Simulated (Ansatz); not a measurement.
# Core levels in a random alloy: ZrAl15 (Zr on 6 % of the Al sites, one arrangement), part 3 of 3

Aim: core-level shifts of both metals in ZrAl15 (Zr on 6 % of the Al sites, one arrangement), site by site.

Ansatz 0.2.0; DFT, PBE, plane-wave PAW, default files, scalar-relativistic.

So far. Step 3 (Valence states): The largest force component on a free atom is 0.015 eV/Å, so the atoms are at rest for these settings too. At the Fermi level the DOS is 6.14 states/eV a cell, and on the broadened curves Al 3p holds 57 % of the total there.

### Step 4. Core holes

XPS shifts tell sites apart. Each chosen atom gets a core hole in a self-consistent pass of its own.

Contents of input.yaml:

```yaml
crystal:
  lattice:
    - [-4.0734014674, 4.0734014674, 4.0734014674]
    - [4.0734014674, -4.0734014674, 4.0734014674]
    - [4.0734014674, 4.0734014674, -4.0734014674]
  atoms:
    - { symbol: Al, position: [-0.0048103813, 0.2475948094, 0.7475948094] }
    - { symbol: Al_h, position: [0.0, 0.5, 0.5] }
    - { symbol: Al, position: [0.0048103813, 0.7524051906, 0.2524051906] }
    - { symbol: Al_h, position: [0.2475948094, -0.0048103813, 0.7475948094] }
    - { symbol: Al, position: [0.0, 0.0, 0.0] }
    - { symbol: Al, position: [0.2475948094, 0.2475948094, 0.4951896187] }
    - { symbol: Al, position: [0.2475948094, 0.5, 0.2524051906] }
    - { symbol: Al, position: [0.5, 0.7524051906, 0.7475948094] }
    - { symbol: Al, position: [0.2475948094, 0.7524051906, 0.0] }
    - { symbol: Al, position: [0.5, 0.0, 0.5] }
    - { symbol: Al, position: [0.5, 0.2475948094, 0.2524051906] }
    - { symbol: Al, position: [0.7524051906, 0.5, 0.7475948094] }
    - { symbol: Zr_h, position: [0.5, 0.5, 0.0] }
    - { symbol: Al, position: [0.7524051906, 0.7524051906, 0.5048103813] }
    - { symbol: Al, position: [0.7524051906, 0.0048103813, 0.2524051906] }
    - { symbol: Al_h, position: [0.7524051906, 0.2475948094, 0.0] }
kpoints:
  mp_grid: { grid: [6, 6, 6] }
scf:
  occupations: { method: fermi_dirac, width: 0.08 }
  n_extra_bands: 16
hamiltonian:
  xc: pbe
  pseudopotentials: { kind: paw }
output:
  forces: true
  core_levels:
    shells: { Al_h: "2p", Zr_h: "3d" }
    counted_from: fermi_level
    add_spin: false
```

Command:

```console
$ ansatz run input.yaml --threads 4 --pin off --max-ram 14336MiB --backend cpu --events-out ev --progress --plain --runs-dir out
```

Numbers of over 12 decimals in the logs are rounded to 6 here.

What it wrote:

```text
[...]
Crystal: 16 atoms, lattice volume = 270.353 Å³
Basis set: ecut = 420 eV, 5281 PW (Γ), exchange–correlation on 96×96×96 points (8 copies of the dense FFT grid, shifted against one another)
Bands: 45, of which v1, the nominal top of the filled ones, is band 29 counted from 1 (28 counted from 0)
Symmetry: 1 space group operations
[...]
k-points: 112 of 216 (time reversal used)
[...]
SCF iter   1: F=—  HF=-12247.706671 eV  |F-HF|=—  |Δ(HF+E_count)|=         —  Δρ=2.03e-3  dr2=3.19e-2  ethr=1.77e-3  ⟨swp⟩=6.7  Hψ=24364  notcnv=0  defer=62
[...]
SCF iter   6: F=-12247.703526 eV  HF=-12247.703526 eV  |F-HF|=7.31e-10  |Δ(HF+E_count)|=   7.36e-9  Δρ=7.42e-7  dr2=1.80e-9  ethr=9.32e-11  ⟨swp⟩=2.0  Hψ=13547  notcnv=0
SCF 1 converged in 6 iterations: F = -12247.703526 eV  dr2 = 1.80e-9
[...]
── core hole 1/4: 2p of Al_h 1 ──
── 2p of Al_h 1: 73.089 eV over the cell without the hole, in 8 iterations ──
── core hole 2/4: 2p of Al_h 3 ──
── 2p of Al_h 3: 72.849 eV over the cell without the hole, in 8 iterations ──
── core hole 3/4: 3d of Zr_h 12 ──
── 3d of Zr_h 12: 177.653 eV over the cell without the hole, in 8 iterations ──
── core hole 4/4: 2p of Al_h 15 ──
── 2p of Al_h 15: 72.849 eV over the cell without the hole, in 8 iterations ──
SCF converged after 6 iterations
Free energy (F): -12247.703526 eV
[...]
Internal energy: -12247.575538 eV  (E = F + TS)
E sigma→0 (E₀):  -12247.639532 eV
Entropy (-TS):   -0.127989 eV (-7.999 meV/atom)
Fermi energy:    8.425517 eV
[...]
--- Forces (eV/Å), atoms counted from 1 ---
  atom   1  Al      -0.00000002     0.01495628     0.01495626
  atom   2  Al_h     0.00000000    -0.00000000     0.00000000
  atom   3  Al       0.00000002    -0.01495627    -0.01495626
  atom   4  Al_h     0.01495627    -0.00000002     0.01495627
  atom   5  Al       0.00000000    -0.00000000     0.00000000
  atom   6  Al       0.01495628     0.01495628    -0.00000002
  atom   7  Al      -0.01495626     0.00000001     0.01495626
  atom   8  Al      -0.00000001     0.01495624    -0.01495623
  atom   9  Al      -0.01495622     0.01495623    -0.00000000
  atom  10  Al      -0.00000001     0.00000000    -0.00000000
  atom  11  Al       0.00000000    -0.01495625     0.01495624
  atom  12  Al       0.01495626    -0.00000000    -0.01495624
  atom  13  Zr_h     0.00000002     0.00000001    -0.00000001
  atom  14  Al      -0.01495629    -0.01495630     0.00000002
  atom  15  Al      -0.01495627     0.00000002    -0.01495628
  atom  16  Al_h     0.01495623    -0.01495623    -0.00000000
  max |Σ_I F_I| component: 1.21e-8 eV/Å
--- Band table (eV; the first three rows and the last of 112) ---
  k-point 0: bands = [... 25 lower, 7.9461, 9.6179, 9.6179, 9.6456, 9.6456, 9.6456, 9.7736, 9.7736, ... 12 higher]
  k-point 1: bands = [... 25 lower, 8.3226, 8.3397, 8.3810, 8.5029, 9.0719, 9.5628, 9.6593, 9.7820, ... 12 higher]
  k-point 2: bands = [... 25 lower, 7.5457, 8.1277, 8.2429, 8.6492, 8.6984, 9.3715, 9.6864, 9.7972, ... 12 higher]
  k-point 111: bands = [... 25 lower, 7.5193, 7.5817, 7.5817, 7.5817, 8.2835, 8.2835, 8.2835, 8.4671, ... 12 higher]
--- Core levels from the Fermi level (as output.core_levels.counted_from types it; a hole's nearest image at 7.1 Å) ---
  the holes have no spin, as output.core_levels.add_spin types it
  atom         alike  shell      binding/eV   shift/eV difference/eV images/eV   SCF
  Al_h 1           1     2p          73.089     +0.000        73.089         –     8
  Al_h 3           1     2p          72.849     -0.240        72.849         –     8
  Zr_h 12          1     3d         177.653     +0.000       177.653         –     8
  Al_h 15          1     2p          72.849     -0.240        72.849         –     8
  the dataset of Al_h with a 2p hole: scattering error 0.001 eV (0.004 eV in the local channel); free atom: scalar-relativistic, large and small components
  the two lines of Al_h's 2p: 2p1/2 +0.276 eV and 2p3/2 -0.138 eV off its levels, 1 : 2 in strength
  the dataset of Zr_h with a 3d hole: scattering error 0.000 eV; free atom: scalar-relativistic, large and small components
  the two lines of Zr_h's 3d: 3d3/2 +1.430 eV and 3d5/2 -0.953 eV off its levels, 2 : 3 in strength
```

The job ended after 5.2 min (4 threads of Intel Xeon at 2.50GHz (Skylake/Cascade Lake), shared host; peak memory 1.4 GiB).

This step gave:

```yaml
symmetry_operations: 1
```

Each level is the free energy with the hole less that without it. The electron goes to the Fermi level, so the difference is a binding energy from E_F. The hole's nearest image is 7.1 Å away, and the holes carry no spin, so absolute levels are rough.

```csv
atom,region,shell,level (eV),shift (eV),j lines (eV),doubts
Al2,-,2p,73.09,+0.24,73.37 / 72.95,-
Al4,-,2p,72.85,-0.00,73.13 / 72.71,-
Zr13,-,3d,177.65,-,179.08 / 176.70,-
Al16,-,2p,72.85,+0.00,73.13 / 72.71,-
```

Levels of p, d and f shells are means over their two j lines, weighted by degeneracy; the splitting comes from the atom's own solve. Shifts count from the last listed atom of each element.

The Al 2p lines of the listed atoms alone (other atoms of the cell aren't counted), as Gaussians 0.5 eV wide, no depth weighting. Table of intensity by Al 2p level; read off at these points:

```csv
Al 2p level (eV),intensity (%)
71.80,0.00694
72.00,0.253
72.20,3.82
72.40,24.4
72.60,69.1
72.80,98.9
72.85,100.0
73.00,91.7
73.20,65.9
73.40,35.2
73.60,12.3
73.80,2.31
74.00,0.203
74.20,0.00765
```

### Step 5. Summary of results

| Quantity | Value |
| --- | --- |
| spread of the Al level over the listed sites | 0.24 eV |
| strongest listed peak within 13 eV of the zero, at 1486.7 eV | 0.5 eV binding, led by Zr 4d |
| strongest listed peak within 13 eV of the zero, at 21.2 eV | 0.5 eV binding, mostly Zr 4d |
| Zr 4d centre of the filled part | -2.26 eV (3.6 states an atom) |

In words: Over the listed sites the core levels spread as follows: Al 0.24 eV. Among the sites run, the most bound Al 2p level is that of Al2, bonded to 12 Al; the least bound, 0.24 eV shallower, that of Al4, tied with Al16, bonded to 11 Al and 1 Zr. At 21.2 eV the valence spectrum has its highest listed peaks within 10.8 eV at 0.5 eV (Zr 4d), 0.8 eV (Zr 4d), 1.4 eV (Zr 4d), 1.9 eV (Zr 4d) and 2.5 eV (Zr 4d). At 1486.7 eV the valence spectrum has its highest listed peaks within 13 eV at 0.5 eV (mixed, Zr 4d leading), 0.8 eV (mixed, Zr 4d leading), 1.1 eV (mixed, Al 3s leading), 1.4 eV (mixed, Al 3s leading) and 1.9 eV (Al 3s), and the deeper Zr 4p line at 26.6 eV is higher still (without the spin–orbit splitting that a measurement shows). The shell named is the one with most of the intensity, cross sections included, not always the one with most states there. Shifts mix charge transfer, volume and screening, so their sign doesn't give the direction of charge flow by itself.

[Logs are printed without paths, hosts, clocks, repeated set-up lines and the standing remarks that a program may print on its own settings, such as how far it seeks lower states.]

[Hosts, paths, dates, database ids (printed as entryN), source tags and the programs' standing remarks are cut or masked in the printed files.]

[Maps of the electrostatic potential energy from Ansatz leave out the sawtooth potential of an applied field or a dipole correction, so their vacuum need not be flat; work functions include it.]
